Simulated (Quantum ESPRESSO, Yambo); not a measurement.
Planning a run of Quantum ESPRESSO 7.5 on BaTiO3 (P4mm). The input:

```
&control
  calculation = 'nscf'
  prefix = 'x'
  outdir = 'o'
  pseudo_dir = 'pseudo'
/
&system
  ibrav = 0
  nat = 5
  ntyp = 3
  ecutwfc = 76.0
  nbnd = 228
  force_symmorphic = .true.
  noncolin = .true.
  lspinorb = .true.
/
&electrons
  conv_thr = 1e-9
  electron_maxstep = 80
  diago_full_acc = .true.
  diago_thr_init = 5e-6
/
ATOMIC_SPECIES
  Ba 137.33 Ba.upf
  Ti 47.867 Ti.upf
  O 15.999 O.upf
CELL_PARAMETERS angstrom
  3.9904800000 0.0000000000 0.0000000000
  0.0000000000 3.9904800000 0.0000000000
  0.0000000000 0.0000000000 4.0230300000
ATOMIC_POSITIONS crystal
  Ba 0.0000000000 0.0000000000 0.0000000000
  Ti 0.5000000000 0.5000000000 0.5220000000
  O 0.5000000000 0.5000000000 0.9790000000
  O 0.5000000000 0.0000000000 0.4880000000
  O 0.0000000000 0.5000000000 0.4880000000
K_POINTS automatic
  4 4 4 0 0 0
```

```sh
OMP_NUM_THREADS=1 mpirun -n 8 pw.x -nk 4 -in pw.in > pw.out
```

Q: How long will it take on 8 MPI ranks of Arm Neoverse N1, shared host, and how much memory?

It took 2.3 min; on shared hardware allow 69 s to 4.6 min. Peak host memory was 1.2 GiB.

[Paths, hosts, dates, memory and timing lines, banners, echoed tables and standing remarks are left out of the program output.]

[Logs are printed without paths, hosts, clocks, repeated set-up lines and the standing remarks that a program may print on its own settings, such as how far it seeks lower states.]

[Runs of the session that timed out or met a known fault of the program may be left out.]

[Hosts, paths, dates, database ids (printed as entryN), source tags and the programs' standing remarks are cut or masked in the printed files.]
